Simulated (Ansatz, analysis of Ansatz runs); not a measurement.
# N3VH centre in diamond: local vibrational mode against experiment, part 2 of 2

Aim: the local vibrational mode of the N3VH centre in diamond, to be set beside the measurement. Set-up: PBE, 64-site cell, PBE lattice, 420 eV, k: the single point 1/4 1/4 1/4, anharmonic cut along the mode. The model is a cell of 64 host atoms with 1 site emptied, N put on another atom's site, N put on another atom's site, N put on another atom's site and H put in between. The frequencies come from force constants among the defect atom and its neighbours, with the masses of the isotopes named.

Ansatz 0.2.0; PBE, 64-site cell, PBE lattice, 420 eV, k: the single point 1/4 1/4 1/4, anharmonic cut along the mode.

So far. Step 2 (Relaxation, charge 0): Neighbours of the added atoms: H64: C48 1.08, N4 1.92, N26 1.94 Å.

## 3. Local vibrational modes

A local mode lives on the defect and the atoms next to it, so only the sites listed in the input are displaced, which costs far fewer SCF runs than the whole cell would.

This step: plane-wave PAW DFT, PBE; finite-displacement force constants among the atoms nearest to a defect, the others at rest.

Input file modes/input.yaml:

```yaml
crystal:
  lattice:
    - [7.14316351, 0.0, 0.0]
    - [0.0, 7.14316351, 0.0]
    - [0.0, 0.0, 7.14316351]
  atoms:
    - { symbol: C, position: [-0.001379617, -0.001091583, 0.250022276] }
    - { symbol: C, position: [-0.001345345, 0.250004871, -0.001165405] }
    - { symbol: C, position: [0.249707062, -0.001047278, -0.001163425] }
    - { symbol: "N", position: [0.239724199, 0.240012197, 0.240059378] }
    - { symbol: C, position: [0.126121763, 0.126418273, 0.369654466] }
    - { symbol: C, position: [0.125593769, 0.370017504, 0.125725387] }
    - { symbol: C, position: [0.369726381, 0.125871788, 0.125726683] }
    - { symbol: C, position: [0.000127984, 0.000413247, 0.749422999] }
    - { symbol: C, position: [0.002429844, 0.252297682, 0.497552823] }
    - { symbol: C, position: [0.252008087, 0.002725237, 0.497550929] }
    - { symbol: C, position: [0.25204018, 0.252334192, 0.74687943] }
    - { symbol: C, position: [0.125299023, 0.125597105, 0.873269384] }
    - { symbol: C, position: [0.125729326, 0.380296706, 0.623967283] }
    - { symbol: C, position: [0.379995008, 0.126020614, 0.623977456] }
    - { symbol: C, position: [0.374895156, 0.375183082, 0.874935822] }
    - { symbol: C, position: [0.002012337, 0.497799517, 0.25206287] }
    - { symbol: C, position: [-0.000315833, 0.749433905, 0.000378073] }
    - { symbol: C, position: [0.25072312, 0.498612312, 0.001310651] }
    - { symbol: C, position: [0.250643966, 0.748435425, 0.251188198] }
    - { symbol: C, position: [0.125225043, 0.624711202, 0.379873984] }
    - { symbol: C, position: [0.124466845, 0.874029343, 0.125633628] }
    - { symbol: C, position: [0.376404193, 0.626122791, 0.124095541] }
    - { symbol: C, position: [0.374859485, 0.875098992, 0.375046135] }
    - { symbol: C, position: [-0.001522189, 0.499689812, 0.751031063] }
    - { symbol: C, position: [-0.001630228, 0.751177306, 0.499713507] }
    - { symbol: "N", position: [0.239326066, 0.510403852, 0.510029468] }
    - { symbol: C, position: [0.249809406, 0.75126304, 0.751157811] }
    - { symbol: C, position: [0.124506044, 0.624562232, 0.876254942] }
    - { symbol: C, position: [0.125321291, 0.876968197, 0.624657841] }
    - { symbol: C, position: [0.36994506, 0.624674121, 0.624467848] }
    - { symbol: C, position: [0.374664904, 0.875373659, 0.87514276] }
    - { symbol: C, position: [0.497516765, 0.002299322, 0.252062953] }
[... 8 lines left out ...]
    - { symbol: "N", position: [0.510100002, 0.239626861, 0.510024139] }
[... 14 lines left out ...]
    - { symbol: C, position: [0.497320688, 0.497604095, 0.747239235] }
    - { symbol: C, position: [0.498195641, 0.748320537, 0.498687741] }
    - { symbol: C, position: [0.748034141, 0.498481303, 0.498684623] }
    - { symbol: C, position: [0.749070026, 0.749365597, 0.749746954] }
    - { symbol: C, position: [0.624397115, 0.624695006, 0.873818337] }
    - { symbol: C, position: [0.624291082, 0.873913701, 0.625453318] }
    - { symbol: C, position: [0.873619988, 0.624593933, 0.625459555] }
    - { symbol: C, position: [0.874741564, 0.875033858, 0.87520137] }
    - { symbol: H, position: [0.419169022, 0.419583402, 0.328346036] }
basis:
  ecutwfc: 420
  xc_grid: 2
hamiltonian:
  xc: pbe
kpoints:
  mp_grid: { grid: [1, 1, 1], shift: [0.25, 0.25, 0.25] }
scf:
  occupations: { method: fermi_dirac, width: 0.01 }
  max_iter: 120
output: {}
checkpoint:
  read: "../relax.run"
phonons:
  supercell: [1, 1, 1]
  displaced_sites: [3, 25, 40, 47, 63]
```

The run is started by

```bash
$ ansatz run input.yaml --threads 2 --pin off --max-ram 3768MiB --backend cpu --events-out ev --progress --plain --runs-dir out
```

Numbers of over 12 decimals in the logs are rounded to 6 here.

Log:

```text
[...]
Crystal: 64 atoms, lattice volume = 364.478 Å³
Basis set: ecut = 420 eV, 7123 PW (Γ), exchange–correlation on 96×96×96 points (8 copies of the dense FFT grid, shifted against one another)
Bands: 192, of which v1, the nominal top of the filled ones, is band 128 counted from 1 (127 counted from 0)
Symmetry: 1 space group operations
k-points: 1
[...]
iter 1 solved again at ethr=9.14e-12 eV; its pass at ethr=3.10e-3 eV (dr2=2.34e-8 eV) is discarded
[...]
SCF iter   4: F=-16212.845256 eV  HF=-16212.845256 eV  |F-HF|=1.46e-11  |Δ(HF+E_count)|=  1.82e-10  Δρ=9.14e-8  dr2=1.80e-11  ethr=1.00e-12  ⟨swp⟩=3.0  Hψ=686  notcnv=0
SCF 1 converged in 4 iterations: F = -16212.845256 eV  dr2 = 1.80e-11
[...]
SCF 2 converged in 8 iterations: F = -16212.845138 eV  dr2 = 3.63e-13
[...]
symmetry images taken by strict's conditions (phonons.symmetry_images: auto; settled by no image being taken that strict refuses)
  force constants formed among 5 of 64 sites (N 3, N 25, N 40, C 47, H 63); the other 59 at rest. The modes move the named sites alone.
  the frequencies, the zero-point energy and the sums are of the block with the acoustic sum rule laid on its rows. Row sums over every site: 2.9e-4 eV/Å² at the most
  transpose residual: 9.2e-5 eV/Å²
  largest component of a force at the reference: 6.6e-3 eV/Å on a named site, 4.5e-3 eV/Å on a site at rest
  frequencies among the named sites at Γ of the cell (cm⁻¹): 666.82 669.72 696.94 852.91 885.06 894.70 907.33 921.58 924.98 936.13 960.92 972.09 1312.37 1338.56 3164.99
  unstable modes among the named sites: 0
  frequencies as built, with no sum rule (cm⁻¹): 666.82 669.72 696.94 852.91 885.06 894.70 907.33 921.58 924.99 936.13 960.92 972.09 1312.37 1338.55 3164.99
  zero-point energy: 0.998389 eV/cell   skipped modes (ω ≤ 0): 0
  not written: the harmonic force-constant file, the file of eigenvectors (these modes' are written with the force constants), the density of states and the dispersion, which are of every site
[key lines of the parts left out:]
SCF converged after 4 iterations
Free energy (F): -16212.845256 eV
Fermi energy:    15.429634 eV
```

It took 65 s on 2 threads of Intel Xeon 6975P-C (Granite Rapids), shared host; peak memory 0.72 GiB.

This step gave:

```yaml
free_energy: -16212.8453 eV
```

The modes with the largest weight on the probed atoms (the light atom of a pair), for the masses of each isotope. Modes of the displaced atoms (local only where they lie over the host's phonons):

```csv
isotopes,mode (cm⁻¹),share of the defect atoms
H,3165,0.927
H,1339,0.851
H,1312,0.862
```

## 4. Point 1 along the mode

A light atom samples the curved part of its well, so the energy is mapped along the mode and the one-dimensional Schrödinger equation solved on it.

This step: plane-wave PAW DFT, PBE; single point of a defect supercell.

cut0/input.yaml, as its differences from modes/input.yaml of step 3:

```diff
@@ -9,3 +9,3 @@
     - { symbol: C, position: [0.249707062, -0.001047278, -0.001163425] }
-    - { symbol: "N", position: [0.239724199, 0.240012197, 0.240059378] }
+    - { symbol: "N", position: [0.239691491, 0.239979535, 0.240089039] }
     - { symbol: C, position: [0.126121763, 0.126418273, 0.369654466] }
@@ -31,3 +31,3 @@
     - { symbol: C, position: [-0.001630228, 0.751177306, 0.499713507] }
-    - { symbol: "N", position: [0.239326066, 0.510403852, 0.510029468] }
+    - { symbol: "N", position: [0.239285967, 0.510391831, 0.510071234] }
     - { symbol: C, position: [0.249809406, 0.75126304, 0.751157811] }
@@ -39,3 +39,3 @@
 [... 8 lines left out ...]
-    - { symbol: "N", position: [0.510100002, 0.239626861, 0.510024139] }
+    - { symbol: "N", position: [0.510088009, 0.239586695, 0.510066003] }
 [... 14 lines left out ...]
@@ -49,3 +49,3 @@
     - { symbol: C, position: [0.874741564, 0.875033858, 0.87520137] }
-    - { symbol: H, position: [0.419169022, 0.419583402, 0.328346036] }
+    - { symbol: H, position: [0.443136162, 0.443524025, 0.304266105] }
 basis:
@@ -60,7 +60,5 @@
   max_iter: 120
-output: {}
+output:
+  forces: true
 checkpoint:
   read: "../relax.run"
-phonons:
-  supercell: [1, 1, 1]
-  displaced_sites: [3, 25, 40, 47, 63]
```

Log:

```text
[...]
Warning: checkpoint.read: the run can stay near the saved state's solution: 5 site(s) moved relative to the saved geometry (max |Δs| = 2.408e-2 fractional); [...]
[...]
Crystal: 64 atoms, lattice volume = 364.478 Å³
Basis set: ecut = 420 eV, 7123 PW (Γ), exchange–correlation on 96×96×96 points (8 copies of the dense FFT grid, shifted against one another)
Bands: 192, of which v1, the nominal top of the filled ones, is band 128 counted from 1 (127 counted from 0)
Symmetry: 1 space group operations
[...]
k-points: 1
[...]
SCF iter   8: F=-16209.208026 eV  HF=-16209.208026 eV  |F-HF|=1.35e-9  |Δ(HF+E_count)|=   2.52e-8  Δρ=1.83e-6  dr2=8.20e-9  ethr=3.91e-11  ⟨swp⟩=5.0  Hψ=529  notcnv=0
SCF 1 converged in 8 iterations: F = -16209.208026 eV  dr2 = 8.20e-9
[...]
SCF converged after 8 iterations
Free energy (F): -16209.208026 eV
[...]
Internal energy: -16209.208026 eV  (E = F + TS)
E sigma→0 (E₀):  -16209.208026 eV
Fermi energy:    15.463686 eV
[...]
--- Forces (eV/Å), atoms counted from 1 ---
  atom   1  C     -0.01172772    -0.00904978    -0.00468276
  atom   2  C      0.00117644     0.01357643    -0.00512252
  [... 1 atom left out ...]
  atom   4  N      0.14560857     0.14577244    -0.07660255
  atom   5  C      0.04616759     0.04506313     0.00355680
  atom   6  C      0.02328154    -0.05785728     0.03812372
  atom   7  C     -0.05764795     0.02637602     0.03739248
  [... 5 atoms left out ...]
  atom  13  C      0.05442610    -0.00603141    -0.05356543
  atom  14  C     -0.00436771     0.05579348    -0.05730995
  [... 11 atoms left out ...]
  atom  26  N      0.16808389     0.02466705    -0.17171097
  [... 14 atoms left out ...]
  atom  41  N      0.02541753     0.16764827    -0.17025052
  [... 6 atoms left out ...]
  atom  48  C     18.36756897    18.34588184   -17.99227197
  [... 15 atoms left out ...]
  atom  64  H    -18.45341115   -18.43093382    18.08519038
  max |Σ_I F_I| component: 1.66e-5 eV/Å
```

Elapsed: 3 s, on 2 threads; peak memory 0.69 GiB.

This step gave:

```
free energy : -16209.2080 eV
```

The series, run alike:

```
                   run    outcome  energy less the first (eV)  moment (μB)   time
point 1 along the mode  converged                      0.0000         0.00    3 s
point 2 along the mode  converged                     -2.0464         0.00  2.8 s
point 3 along the mode  converged                     -3.0141         0.00  2.6 s
point 4 along the mode  converged                     -3.5064         0.00  2.8 s
point 5 along the mode  converged                     -3.5435         0.00  2.7 s
point 6 along the mode  converged                     -3.3166         0.00  2.9 s
point 7 along the mode  converged                     -3.0387         0.00  2.7 s
point 8 along the mode  converged                     -2.6875         0.00  2.8 s
point 9 along the mode  converged                     -2.3327         0.00  2.8 s
```

## 5. Anharmonic fundamental

Analysis of the runs above: one-dimensional Schroedinger equation on a polynomial through PBE energies along the local mode.

It gives:

* stretch: 3023 cm⁻¹
* stretch harmonic: 3165 cm⁻¹

Table of energy by normal coordinate:

| normal coordinate (amu½ Å) | energy (eV) |
| --- | --- |
| -0.310 | 3.64 |
| -0.227 | 1.59 |
| -0.155 | 0.623 |
| -0.077 | 0.131 |
| 0.000 | 0 |
| 0.077 | 0.0937 |
| 0.155 | 0.321 |
| 0.227 | 0.598 |
| 0.310 | 0.950 |
| 0.392 | 1.30 |

## 6. Outcome

- distance from the defect atom to its nearest neighbour: 1.076 Å
- C-H stretch, 1H: 3023 cm⁻¹
- C-H bend, 1H: 1326 cm⁻¹
- time of the whole chain: 1.8 min on 2 threads

In words: C-H stretch, 1H: computed 3023 cm⁻¹, measured 3107 cm⁻¹; 84 cm⁻¹ (3 %) below the measurement. C-H bend, 1H: computed 1326 cm⁻¹, measured 1405 cm⁻¹; 79 cm⁻¹ (6 %) below the measurement. The anharmonic cut moves the C-H stretch, 1H from 3165 to 3023 cm⁻¹; a straight cut leaves out the coupling to the other modes. Only the named neighbours move, so modes near the host's band are approximate. Limits: the periodic copies of the defect are only 7.1 Å apart.

[Logs are printed without paths, hosts, clocks, repeated set-up lines and the standing remarks that a program may print on its own settings, such as how far it seeks lower states.]

[Hosts, paths, dates, database ids (printed as entryN), source tags and the programs' standing remarks are cut or masked in the printed files.]

[For some hosts the program warned that the k-mesh of the response run may be too coarse for force constants and the static dielectric constant; such warnings are not shown here.]
